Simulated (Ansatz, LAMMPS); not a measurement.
# Relaxing ionic liquid ethylpyridinium Br- with water, from a frame at 450 K (195 atoms)

Wanted: the relaxed structure of ionic liquid ethylpyridinium Br- with water, from a frame at 450 K (195 atoms) and its electronic structure.

Program: Ansatz 0.2.0. Level of theory: Kohn-Sham DFT, PBE+D4, PAW (set soft_2), plane waves. Results are calculated unless marked as measured.

## 1. Starting point

The cell holds 195 atoms: 63 C, 9 N, 106 H, 8 O and 9 Br. Cell: a = 12.890 Å, b = 12.890 Å, c = 12.890 Å, α = 90.0°, β = 90.0°, γ = 90.0°. 9 ethylpyridinium, 9 Br-, 8 H2O placed at random, at 1.42 g/cm³; overlaps pushed apart, then 10 ps at 700 K with Joung-Cheatham ions (J. Phys. Chem. B 112, 9020 (2008)); MMFF94 bonds, angles, torsions, charges and radii (Halgren, J. Comput. Chem. 17, 490 (1996)) in harmonic and 12-6 forms; SPC/E water (Berendsen, Grigera and Straatsma, J. Phys. Chem. 91, 6269 (1987)); charges of ions scaled by 0.8. Snapshot after 30 ps at 450 K and fixed volume.

Before any run, some limits are plain. The network of contacts between molecules at the start is that of the classical potential that made the cell. Sampling is at Γ alone, for a cell whose shortest periodic width is 13 Å.

## 2. The classical run that made the cell

A classical potential makes the cell, at a small fraction of what the same run would cost in DFT.

This step: classical MD, Joung-Cheatham ions (J. Phys. Chem. B 112, 9020 (2008)); MMFF94 bonds, angles, torsions, charges and radii (Halgren, J. Comput. Chem. 17, 490 (1996)) in harmonic and 12-6 forms; SPC/E water (Berendsen, Grigera and Straatsma, J. Phys. Chem. 91, 6269 (1987)); charges of ions scaled by 0.8 (LAMMPS 22 Jul 2025 - Update 4).

File in.lmp:

```
# ionic liquid ethylpyridinium Br- with water
units real
atom_style full
boundary p p p
bond_style harmonic
angle_style harmonic
dihedral_style opls
improper_style harmonic
special_bonds lj 0 0 0.5 coul 0 0 0.75
read_data data.lmp
neigh_modify delay 0 every 1 check yes one 4000
comm_modify cutoff 12.0
timestep 0.5
thermo_style custom step time temp pe press density
thermo_modify norm yes
# push overlapping molecules apart
pair_style soft 2.6
pair_coeff * * 0.0
variable a equal ramp(1,60)
fix ad all adapt 1 pair soft a * * v_a
velocity all create 700 408078 mom yes dist gaussian
fix lim all nve/limit 0.03
fix lan all langevin 700 700 50 408079 zero yes
thermo 1000
run 3000 post no
unfix ad
pair_style lj/cut/coul/long 9.0
pair_modify mix arithmetic tail yes
pair_coeff 1 1 0.0678 3.3680   # C
pair_coeff 2 2 0.0721 3.1460   # N
pair_coeff 3 3 0.0678 3.5860   # C
pair_coeff 4 4 0.0216 2.5400   # H
pair_coeff 5 5 0.1553 3.1660   # O
pair_coeff 6 6 0.0000 1.0000   # H
# [... 20 lines left out ...]
compute msd all msd com yes
thermo 7500
fix md all nvt temp 450 450 100
run 30000 post no
print "== T450: mean square displacement over the hold $(c_msd[4]:%.2f) A^2"
unfix md
uncompute msd
write_dump all custom T450.dump id type xs ys zs modify sort id
```

Run with:

```bash
$ lmp -in in.lmp -log none -nocite
```

Numbers of over 12 decimals in the logs are rounded to 6 here.

Output:

```text
LAMMPS (22 Jul 2025 - Update 4)
Reading data file ...
  orthogonal box = (0 0 0) to (12.89026 12.89026 12.89026)
  195 atoms
  orthogonal box = (0 0 0) to (12.89026 12.89026 12.89026)
  178 bonds
  278 angles
  297 dihedrals
  54 impropers
   Step          Time           Temp          PotEng         Press         Density
         0   0              700            0.12325506    -9010.4173      1.4239994
      1000   500            592.8614       1.7311652      11133.081      1.4239994
      2000   1000           581.68243      1.7154872      18535.79       1.4239994
      3000   1500           529.72881      2.0041463      26719.132      1.4239994
[... 29 lines left out ...]
Loop time of 6.76534 s on 1 MPI rank(s) for 10000 steps with 195 atoms
   Step          Time           Temp          PotEng         Press         Density
[... 4 lines left out ...]
Loop time of 3.3464 s on 1 MPI rank(s) for 5000 steps with 195 atoms
   Step          Time           Temp          PotEng         Press         Density
[... 2 lines left out ...]
     30000   29000          446.31957     -1.7169194      18666.763      1.4239994
     37500   36500          410.49455     -1.7703491      22653.289      1.4239994
     45000   44000          470.42798     -1.7200925      17474.06       1.4239994
     47000   46000          448.88198     -1.7035908      12922.692      1.4239994
Loop time of 19.4734 s on 1 MPI rank(s) for 30000 steps with 195 atoms
== T450: mean square displacement over the hold 8.66 A^2
```

The job ended after 32 s (1 thread of Arm Neoverse V2, shared host; peak memory 0.12 GiB).

The input also reads data.lmp (atoms, bonds and types; not printed here).

## 3. Single point at the start

A single point comes first, to see the forces before anything moves.

File input.yaml:

```yaml
crystal:
  lattice:
    - [12.89026, 0.0, 0.0]
    - [0.0, 12.89026, 0.0]
    - [0.0, 0.0, 12.89026]
  atoms:
    - { symbol: C, position: [0.96639, 0.75838, 0.20593] }
    - { symbol: C, position: [0.8748, 0.76887, 0.27269] }
    - { symbol: "N", position: [0.77601, 0.74244, 0.22118] }
    - { symbol: C, position: [0.69936, 0.81191, 0.22263] }
    - { symbol: C, position: [0.59768, 0.78566, 0.18835] }
    - { symbol: C, position: [0.57859, 0.68502, 0.1565] }
    - { symbol: C, position: [0.66329, 0.61262, 0.16591] }
    - { symbol: C, position: [0.76103, 0.64752, 0.19699] }
    - { symbol: H, position: [0.96753, 0.79575, 0.13482] }
    - { symbol: H, position: [0.98461, 0.67286, 0.19413] }
    - { symbol: H, position: [0.03066, 0.79684, 0.24772] }
    - { symbol: H, position: [0.87685, 0.72918, 0.34214] }
    - { symbol: H, position: [0.86901, 0.85182, 0.28709] }
    - { symbol: H, position: [0.71802, 0.89247, 0.24884] }
    - { symbol: H, position: [0.5402, 0.84204, 0.19479] }
    - { symbol: H, position: [0.49935, 0.65751, 0.13458] }
    - { symbol: H, position: [0.66233, 0.53561, 0.16218] }
    - { symbol: H, position: [0.82091, 0.59295, 0.21234] }
    - { symbol: C, position: [0.25088, 0.30379, 0.37662] }
    - { symbol: C, position: [0.32519, 0.2996, 0.46572] }
    - { symbol: "N", position: [0.3127, 0.40038, 0.52476] }
    - { symbol: C, position: [0.22714, 0.41456, 0.58268] }
    - { symbol: C, position: [0.22877, 0.49057, 0.6665] }
    - { symbol: C, position: [0.30758, 0.56222, 0.65698] }
    - { symbol: C, position: [0.385, 0.55523, 0.58577] }
    - { symbol: C, position: [0.39303, 0.47036, 0.51979] }
    - { symbol: H, position: [0.27494, 0.35536, 0.3105] }
    - { symbol: H, position: [0.17134, 0.32522, 0.39975] }
    - { symbol: H, position: [0.2482, 0.22832, 0.34194] }
    - { symbol: H, position: [0.31101, 0.23278, 0.51384] }
    - { symbol: H, position: [0.39909, 0.29245, 0.42314] }
    - { symbol: H, position: [0.17193, 0.35205, 0.58664] }
    [... 157 atom lines left out ...]
    - { symbol: Br, position: [0.91788, 0.44202, 0.09748] }
    - { symbol: Br, position: [0.04, 0.55151, 0.40071] }
    - { symbol: Br, position: [0.18972, 0.15832, 0.71238] }
    - { symbol: Br, position: [0.86618, 0.03468, 0.14659] }
    - { symbol: Br, position: [0.52594, 0.34127, 0.70749] }
    - { symbol: Br, position: [0.47518, 0.379, 0.21312] }
kpoints:
  mp_grid: { grid: [1, 1, 1] }
hamiltonian:
  xc: pbe
  dispersion: d4
scf:
  occupations: { method: fixed }
output:
  forces: true
  stress: true
  populations: intrinsic
  dos:
    method: { smearing: { sigma: 0.1 } }
    de: 0.1
    projected: { site_lists: { Br: [Br], C: [C], H: [H], "N": ["N"], O: [O] } }
  eigenvalues: true
```

Run with:

```bash
$ ansatz run input.yaml --threads 4 --pin off --max-ram 8192MiB --backend cpu --events-out ev --progress --plain --runs-dir out
```

Output:

```text
Engine: ansatz 0.2.0, aarch64-unknown-linux-gnu
Pseudopotentials: kind: paw
Pseudopotential: C, paw, valence charge 4, recommended cutoff 420 eV (normal), C.paw.azcp
Pseudopotential: N, paw, valence charge 5, recommended cutoff 420 eV (normal), N.paw.azcp
Pseudopotential: H, paw, valence charge 1, recommended cutoff 420 eV (normal), H.paw.azcp
Pseudopotential: O, paw, valence charge 6, recommended cutoff 420 eV (normal), O.paw.azcp
Pseudopotential: Br, paw, valence charge 7, recommended cutoff 420 eV (normal), Br.paw.azcp
[... 5 lines on functional and potentials left out ...]
Crystal: 195 atoms, lattice volume = 2141.830 Å³
Basis set: ecut = 420 eV, 41851 PW (Γ), exchange–correlation on 180×180×180 points (8 copies of the dense FFT grid, shifted against one another)
Bands: 452, of which v1, the nominal top of the filled ones, is band 257 counted from 1 (256 counted from 0)
Symmetry: 1 space group operations
Space group: P1 (ITA 1), of the structure as read, at distance tolerance 1.3e-4 Å
k-points: 1
[... 11 lines on functional and potentials left out ...]
Initial density: superposition of atomic densities (neutral atoms: chi_scale 0, normalization atom), corrected by the library's trained network
Initial wavefunctions: pseudopotential atomic-orbital guess
Functional: x = pbe(κ = 0.804, μ = 0.219515), c = pbe(β = 0.066725)
SCF iter   1: F=—  HF=-50558.249959 eV  |F-HF|=—  |Δ(HF+E_count)|=         —  Δρ=5.73e-3  dr2=2.30e0  ethr=1.77e-3  ⟨swp⟩=5.0  Hψ=1619  notcnv=0  defer=190
preconditioner: auto → Resta (q_TF=auto, 2.151 Å⁻¹)  ε∞=2.4  [insulator: Δε(μ)=2.100 eV  Ē_g=14.781 eV  n_scr=364 (ndim 8)  ℏωp=17.8 eV  f_vac=0.142  ε∞_Penn≈2.4]
SCF iter   2: F=—  HF=-50557.584500 eV  |F-HF|=—  |Δ(HF+E_count)|=   6.65e-1  Δρ=2.86e-3  dr2=3.68e-1  ethr=4.47e-4  ⟨swp⟩=2.0  Hψ=522  notcnv=0  defer=193
SCF iter   3: F=—  HF=-50557.478196 eV  |F-HF|=—  |Δ(HF+E_count)|=   1.06e-1  Δρ=1.40e-3  dr2=6.81e-2  ethr=7.15e-5  ⟨swp⟩=2.0  Hψ=450  notcnv=0  defer=193
SCF iter   4: F=—  HF=-50557.464341 eV  |F-HF|=—  |Δ(HF+E_count)|=   1.39e-2  Δρ=6.43e-4  dr2=1.22e-2  ethr=1.33e-5  ⟨swp⟩=2.0  Hψ=752  notcnv=0  defer=193
SCF iter   5: F=—  HF=-50557.463125 eV  |F-HF|=—  |Δ(HF+E_count)|=   1.22e-3  Δρ=2.17e-4  dr2=1.08e-3  ethr=2.38e-6  ⟨swp⟩=2.0  Hψ=518  notcnv=0  defer=193
SCF iter   6: F=—  HF=-50557.463391 eV  |F-HF|=—  |Δ(HF+E_count)|=   2.66e-4  Δρ=1.07e-4  dr2=2.79e-4  ethr=2.11e-7  ⟨swp⟩=2.0  Hψ=520  notcnv=0  defer=191
SCF iter   7: F=—  HF=-50557.463466 eV  |F-HF|=—  |Δ(HF+E_count)|=   7.44e-5  Δρ=2.96e-5  dr2=2.37e-5  ethr=5.43e-8  ⟨swp⟩=2.0  Hψ=516  notcnv=0  defer=191
SCF iter   8: F=—  HF=-50557.463658 eV  |F-HF|=—  |Δ(HF+E_count)|=   1.92e-4  Δρ=1.25e-5  dr2=3.59e-6  ethr=4.61e-9  ⟨swp⟩=2.0  Hψ=516  notcnv=0  defer=191
SCF iter   9: F=—  HF=-50557.463660 eV  |F-HF|=—  |Δ(HF+E_count)|=   2.33e-6  Δρ=4.58e-6  dr2=5.09e-7  ethr=6.99e-10  ⟨swp⟩=2.0  Hψ=518  notcnv=0  defer=191
SCF iter  10: F=-50557.463661 eV  HF=-50557.463661 eV  |F-HF|=3.49e-8  |Δ(HF+E_count)|=   3.78e-7  Δρ=1.55e-6  dr2=6.77e-8  ethr=1.95e-11  ⟨swp⟩=24.0  Hψ=3670  notcnv=0
SCF 1 converged in 10 iterations: F = -50557.463661 eV  dr2 = 6.77e-8
  greatest PAW one-centre occupation: 0.914 electrons in one spin orbital (limit 2), on the Br atom at site 187 (counted from 0), in its partial waves of l = 0
SCF converged after 10 iterations
Free energy (F): -50557.463661 eV
Harris-Foulkes:  -50557.463661 eV  (|F-HF|=3.49e-8)
Internal energy: -50557.463661 eV  (E = F + TS)
E sigma→0 (E₀):  -50557.463661 eV
Fermi energy:    0.774071 eV
--- Per-component energies (eV) ---
  E_band       = -3772.135107
  E_kinetic    = 10969.117992
  E_local      = -32007.928043  (includes V_loc(G=0)·N_el)
  E_nonlocal   = 3342.472712
  E_hartree    = 11154.955725
  E_xc         = -7463.022174
  E_vxc        = -7307.513019  (∫ρ·V_xc dr)
  E_paw        = -28959.756375  (= ΣΔE_a)
  E_vpaw       = -1078.082710  (= ΣTr[D̂ρ^β])
  E_aug_tail   = -0.121037  (compensation charges beyond the density's cutoff)
  E_ewald      = -7581.774147
  E_disp       = -11.408314  (pairwise vdW)
  E_smearing   = -0.000000  (= −TS)
  E_closure    = -0.000000  (closes the sum)
  Σ components = -50557.463661   (vs F -50557.463661, Δ=0.00e0)
--- Forces (eV/Å), atoms counted from 1 ---
  atom   1  C      1.94692749    -2.88675155     1.32628297
  atom   2  C     -0.78240291     2.89353189    -1.99385071
  atom   3  N      0.73177142     3.00634877     1.56258617
  atom   4  C     -1.78786571     1.51523244    -0.54114226
  atom   5  C      2.64977484    -0.77474551     0.23828948
  atom   6  C      0.61140744    -1.78285613     0.17922783
  atom   7  C     -0.08460234     4.88814120     0.20714652
  atom   8  C     -2.22669559    -3.14565571    -0.95248894
  atom   9  H     -0.70055486     1.15878970    -1.99595019
  atom  10  H      0.17024008     1.06819887     0.11828959
  atom  11  H      0.03682602    -0.50926519     0.02257064
  atom  12  H      0.32440099    -1.46534956     1.95291684
  atom  13  H     -0.30338794     0.32807649     0.43711680
  atom  14  H     -0.05460987    -0.86141645    -0.39978871
[...]
atom 194  Br     0.23596935    -0.18751075    -0.01111147
  atom 195  Br     0.08155320     0.21936627     0.14005461
  max |Σ_I F_I| component: 1.21e-4 eV/Å
--- Stress (GPa, compression-positive) ---
       -0.185936       0.228818       0.087006
        0.228817       2.435216      -0.399945
        0.087007      -0.399944       0.830071
  P = ⅓ Tr σ = 1.0265 GPa (10.265 kbar)
--- Band table (eV) ---
  k-point 0: bands = ["-21.2054", "-21.1720", "-21.1579", "-20.7773", [... 436 levels ...], "11.0744", "11.0825", "11.1010", "11.1440", "11.1595", "11.1957", "11.2146", "11.2438", "11.2630", "11.2960", "11.3302", "11.3346"]
--- intrinsic populations: 195 sites ---
  site symbol       q [e]
     0      C      4.5206
     1      C      4.2297
     2      N      4.9338
[...]
194     Br      7.7520
  spilling = -0.000000 (of n_electrons = 514.000000)
```

Wall time 44 s (4 threads of Arm Neoverse V2, shared host); peak memory 2.9 GiB.

The column dr2 measures how far the density is from self-consistency, as an energy; F and HF (Harris–Foulkes) agree once it is small.

Numbers from this run:

```
free energy                                      : -50557.4637 eV
free energy per atom                             : -259.2690 eV/atom
SCF cycles                                       : 10
pressure                                         : 1.026 GPa
r.m.s. force component                           : 1.068 eV/Å
longest force                                    : 5.815 eV/Å
Fermi energy                                     : 0.7741 eV
gap (highest filled to lowest empty level) : 1.078 eV
```

The r.m.s. force component of 1.1 eV/Å and the pressure of 1.0 GPa set the starting point.

Neighbours are counted within 1.34 Å (H-C), 1.21 Å (H-O), 1.85 Å (C-C), 1.79 Å (C-N).

Length of the force by element and coordination:

| element | coordination | atoms | mean length of the force (eV/Å) | spread | least | most |
| --- | --- | --- | --- | --- | --- | --- |
| Br | all | 9 | 0.351 | 0.200 | 0.121 | 0.824 |
| C | all | 63 | 2.29 | 1.24 | 0.486 | 5.81 |
| C | 3 | 45 | 2.37 | 1.34 | 0.486 | 5.81 |
| C | 4 | 18 | 2.10 | 0.891 | 0.797 | 3.73 |
| H | all | 106 | 1.09 | 0.614 | 0.167 | 4.37 |
| N | all | 9 | 2.58 | 0.902 | 1.33 | 3.98 |
| O | all | 8 | 0.649 | 0.398 | 0.256 | 1.60 |

[end of part 1 of 3]

[Logs are printed without paths, hosts, clocks, repeated set-up lines and the standing remarks that a program may print on its own settings, such as how far it seeks lower states.]

[Hosts, paths, dates, database ids (printed as entryN), source tags and the programs' standing remarks are cut or masked in the printed files.]

[The MMFF94 radii named for the starting cell were scaled by 0.96; in molecules described by MMFF94, hydrogen bound to N, O or S took a small fixed 12-6 site in their place.]
